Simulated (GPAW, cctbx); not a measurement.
## TaTi3Al2C2: deformation density and structure factors from DFT

Question: by how much does bonding change the X-ray structure factors of TaTi3Al2C2, how firmly does DFT give the change, and what does a routine refinement make of it?

The cell comes from substitution in a known structure type and wasn't matched to any measured phase. All numbers below are calculated.

## Step 1: Find the equilibrium geometry

The density hangs on the geometry, so cell and atoms are relaxed first, with the symmetry held. The cutoff is set higher than for the density because stress converges slowly with plane waves.

Settings: GPAW 26.7.0, PBE, 670 eV, 7×7×2 k-points (along the axes of the calculation cell), Fermi–Dirac width 0.1 eV, BFGS to 0.03 eV/Å.

```text
cell
1.0
     3.092000000    0.000000000    0.000000000
    -1.546000000    2.677750549    0.000000000
     0.000000000    0.000000000   13.905000000
Ta Ti Al C
1 3 2 2
Direct
0.000000000 0.000000000 0.413300000
0.000000000 0.000000000 0.079600000
0.666666667 0.333333333 0.914700000
0.666666667 0.333333333 0.589500000
0.666666667 0.333333333 0.247100000
0.000000000 0.000000000 0.754400000
0.333333333 0.666666667 0.001100000
0.333333333 0.666666667 0.502300000
```

```console
$ OMP_NUM_THREADS=1 mpirun -n 4 gpaw python run.py > gpaw.log
```

```text
BFGS:    0      -61.317771        0.688020
BFGS:    1      -61.345449        0.496666
BFGS:    2      -61.382172        0.191336
BFGS:    3      -61.384250        0.177282
BFGS:    4      -61.392253        0.089965
BFGS:    5      -61.392395        0.077015
BFGS:    6      -61.392403        0.025796
cell  3.0694 3.0694 13.8084  90.00 90.00 120.00
volume 112.662 A^3, largest force 0.026 eV/A, largest stress 0.06 GPa
```

After 6 steps the volume has changed by -2.1 % and the energy by -0.075 eV; the largest stress left is 0.06 GPa. It took 2.6 min on 4 cores of Arm Neoverse V1 (shared host), peak memory 1.3 GiB.

Relaxed structure: P3m1 (no. 156), a = 3.0694 Å, b = 3.0694 Å, c = 13.8084 Å, α = 90.00°, β = 90.00°, γ = 120.00°.

```csv
atom,mult.,x,y,z
Ta1,1,0,0,0.4120
Ti1,1,0,0,0.0835
Ti2,1,2/3,1/3,0.9164
Ti3,1,2/3,1/3,0.5871
Al1,1,2/3,1/3,0.2470
Al2,1,0,0,0.7517
C1,1,1/3,2/3,0.9998
C2,1,1/3,2/3,0.5046
```

## Step 2: Density and charge transfer

X-rays see the whole electron density, so the PAW density is rebuilt with its core regions. Subtracting spherical free atoms from the same code cancels the cores and leaves the deformation density Δρ, the part due to bonding.

Settings: PBE, 550 eV, 9×9×2 k-points (along the axes of the calculation cell), Fermi–Dirac width 0.1 eV; primitive cell of 8 atoms.

```console
$ OMP_NUM_THREADS=1 mpirun -n 4 gpaw python run.py > gpaw.log
```

```text
|iter:   1|       0s |  -67.674745 | +0.23 |       |
|iter:   2|       1s |  -65.227358 | -0.76 | -0.97 |
|iter:   3|       3s |  -94.940310 | +0.50 | -1.03 |
...
|iter:  18|      31s |  -61.208147c| -5.99 | -3.72 |
|iter:  19|      33s |  -61.208148c| -6.96 | -4.62c|
|iter:  20|      35s |  -61.208152c| -7.41c| -4.78c|
```

```text
grid (36, 36, 150)  electrons 177.000  moved by bonding 1.674 e
deformation density beyond 0.5 A of the nuclei: max 0.142, min -0.181 e/A^3
atom        x       y       z   Voronoi charge  moment
Ta1    0.0000  0.0000  0.4120      0.311       0.00
Ti2    0.0000  0.0000  0.0835      0.244       0.00
Ti3    0.6667  0.3333  0.9164      0.248       0.00
Ti4    0.6667  0.3333  0.5871      0.221       0.00
Al5    0.6667  0.3333  0.2470     -0.035       0.00
Al6    0.0000  0.0000  0.7517      0.007       0.00
C 7    0.3333  0.6667  0.9998     -0.501       0.00
C 8    0.3333  0.6667  0.5046     -0.495       0.00
mean inner potential of superposed free atoms 23.156 V
total magnetic moment 0.000 muB
```

Deformation density in a plane through the shortest contact of the Ti atom at the origin, in 0.01 e/Å³ (clipped at ±99); x from -1.6 to 3.7 Å, y from 2.4 down to -2.4 Å:

```text
 -5   3   9   8   .   .   9   5  -5  -5   .   .  -1  -4   1   5
  0   6  10   .   .   .  11   6  -4  -4   .   .   1  -3   2   6
 -4   2   8   9   8   9   9   3  -7  -9  -5  -5  -6  -3   2   5
 -2   0   3   7   9   8   4   0  -3  -3  -1  -1  -2   0   1   0
  1   0  -1  -1   1  -1  -4  -2   2   7  10   9   7   3  -2  -6
  3   1  -2  -4   .   . -10  -1   7   9   .   .   8   7  -3  -6
  4   2   0  12   .   .   0   3  10   8   .   .   8   9  -2  -5
  3   1  -2  -5   .   .  -5   1   8   9   .   .  10   7  -4  -9
  1   0  -2  -4  -1   0  -3  -1   3   7  10  10   7   2  -3  -6
  0   0   0   0   1   1   0   0   0   1   3   3  -1  -2   0   4
  0   0   1   2   4   4   3   1  -2  -4  -5  -1 -11  -4   4   9
 -1  -1  -1   1   4   5   5   3   0   5   .   .   .   0   8  10
 -1  -3  -4  -2   1   3   4   2  -1  -2   .   .  -6  -1   7  10
```

Atoms in or within 0.15 Å of the plane: Ta (2.0, 2.2), Ti (0.0, 0.0), Ti (2.2, -2.1), C (-0.1, 2.1), C (2.1, 0.0) Å. Dots mark points within about 0.45 Å of a nucleus; large values next to them are atomic features.

C gains most (-0.50 e) and Ta loses most (+0.31 e), in averages over each element's sites, as electronegativity suggests. Such charges fall far short of formal ones, since overlapping free atoms already put density on their neighbours. Along the shortest contact from the Ti atom at the map's origin, Ti–C at 2.11 Å, Δρ is +0.07 e/Å³ at the midpoint and highest, +0.11, 1.38 Å from Ti (points within 0.5 Å of a nucleus left out): little sits at the middle, as in a polar contact, whose build-up shifts to the more electronegative atom. At the midpoints of other shortest contacts it is +0.03 (Ta–C, 2.19 Å), +0.02 (Ti–Al, 2.87 Å), +0.01 (Ta–Al, 2.89 Å) and -0.01 (Ti–Ti, 2.91 Å) e/Å³. Point values carry grid noise of about 0.01 e/Å³. The run needed 20 iterations, 46 s.

## Step 3: From the density to structure factors

The Fourier components of Δρ, added to those of the free atoms, give the static X-ray structure factors; the Mott–Bethe relation turns them into the Fourier components V of the potential that fast electrons feel.

```text
static structure factors of the conventional cell: F in electrons, V (Mott-Bethe) in volts
   h  k  l      d  |F| table  |F| free   |F| DFT   change   |V| free  |V| DFT  change %
   0  0  1 13.8084    49.936    49.922    49.890   -0.032     1.667    1.911     14.6
   0  0  2  6.9042    65.783    65.744    66.028    0.285     4.589    3.841    -16.3
   0  0  3  4.6028    48.852    48.801    48.706   -0.095     1.640    1.716      4.6
   0  0  4  3.4521    53.960    53.911    53.460   -0.452     1.629    1.848     13.5
   0  0  5  2.7617    49.105    49.107    49.053   -0.053     1.741    1.755      0.8
   1  0  0  2.6582    70.202    70.125    69.562   -0.563     3.888    4.072      4.7
   1  0 -1  2.6103    48.314    48.278    48.209   -0.068     1.821    1.854      1.8
   1  0  1  2.6103    57.171    57.065    56.891   -0.174     2.342    2.391      2.1
   1  0  2  2.4807    45.731    45.649    45.038   -0.611     0.737    0.888     20.5
   1  0 -2  2.4807    46.773    46.798    47.145    0.348     1.994    1.875     -6.0
   1  0  3  2.3019   108.409   108.206   107.730   -0.476     7.453    7.559      1.4
   1  0 -3  2.3019   112.201   111.986   111.490   -0.496     7.673    7.782      1.4
   0  0  6  2.3014   117.432   117.179   116.086   -1.092     7.515    7.751      3.1
   1  0  4  2.1061    41.140    41.085    41.104    0.019     1.840    1.799     -2.2
```

The largest X-ray change is -1.09 e on 006, 0.9 % of |F|. For electrons V goes as (Z − F)/g², so a change of F counts against Z − F, which is small at low angle and wherever the atoms' terms cancel: |V| of 102 moves by +20.5 % (0.74 to 0.89 V) against -1.3 % in |F|. The last three rows still change by up to 1.09 e; the table stops while the angles are still low. The tabulated Hartree–Fock atoms differ from the free DFT atoms by up to 0.25 e, so the choice of reference atom matters too.

## Step 4: The functional ladder

The same geometry is run with other functionals, to see whether the bonding signal is larger than the spread between approximations. Free atoms are LDA for LDA and PBE otherwise. Any other changed setting is in the row's label.

```csv
run,ΔF 102 (e),ΔF 100 (e),ΔF 1 0 -3 (e),q(C) (e),moved (e),time
PBE,-0.611,-0.563,-0.496,-0.498,1.674,46 s
LDA,-0.611,-0.547,-0.467,-0.484,1.614,45 s
RPBE,-0.603,-0.570,-0.508,-0.504,1.712,48 s
```

At the base's settings ΔF(102) spans -0.611 to -0.603 e, a spread of 1 % of the PBE value; over the three listed reflections the spread is at most 8 %, so sign and size hold across the functionals. Times are from shared hosts.

## Step 5: Refining ordinary atoms against data with bonding

Routine crystallography fits spherical atoms. To see the bias, intensities are simulated from tabulated atoms plus the DFT change ΔF, so that bonding alone can misfit (5160 reflections of the full sphere, merged to the counts below, to 0.45 Å, 1.5 % proportional noise plus counting noise, assumed isotropic U as listed, Δρ smeared by the mean U) and refined with cctbx over different ranges.

```
                    range  data      R1  GooF  U Ta1 (true 0.007)  U Ti1 (true 0.0109)  U Ti2 (true 0.0109)  U Ti3 (true 0.0109)  largest shift (Å)  Δρ max, min (e/Å³)
                 all data  1159  0.0053  0.94              0.0070               0.0109               0.0109               0.0109             0.0022         0.29, -0.33
 low resolution, d > 0.84   231  0.0050  1.03              0.0070               0.0109               0.0109               0.0107             0.0077         0.18, -0.23
     high order, d < 0.75   863  0.0055  0.92              0.0070               0.0109               0.0109               0.0109             0.0022         0.26, -0.24
occupancies free, d > 0.7   368  0.0047  0.99              0.0070               0.0111               0.0108               0.0110             0.0036         0.17, -0.24
```

With all data GooF is 0.94, so at this noise the bonding hardly shows; the top residual peak, near noise level, lies 0.70 Å from Ti and 1.83 Å from C. No U is off by more than 3 s.u. at low resolution. With Ta1 held at 1 and the scale free, the other occupancies refine to Ti1 1.000(0.020), Ti2 1.000(0.004), Ti3 1.000(0.005) and Al1 1.000(0.007), within three s.u. of full.

## Step 6: Answer

Bonding moves 1.67 e in the primitive cell of TaTi3Al2C2 and changes the structure factors of the conventional cell in the table above by at most 1.09 e (006, 0.9 %), and among reflections above 2 % of the strongest by up to 1.3 % (102). The shortest bond, Ti–C, has Δρ = +0.07 e/Å³ at its midpoint, low for a shared bond; with the charge transfer this is a polar contact. At the base's settings ΔF(102) spans -0.611 to -0.603 e, a spread of 1 % of the PBE value; over the three listed reflections the spread is at most 8 %, so sign and size hold across the functionals. With all data GooF is 0.94, so at this noise the bonding hardly shows. Limits: static density, frozen cores, no spin–orbit coupling.

[Outputs are excerpts: Python notices, other lines and further rows are left out; steps that failed or that the build refused (PBEsol, TPSS) are not shown.]

[Logs are printed without paths, hosts, clocks, repeated set-up lines and the standing remarks that a program may print on its own settings, such as how far it seeks lower states.]
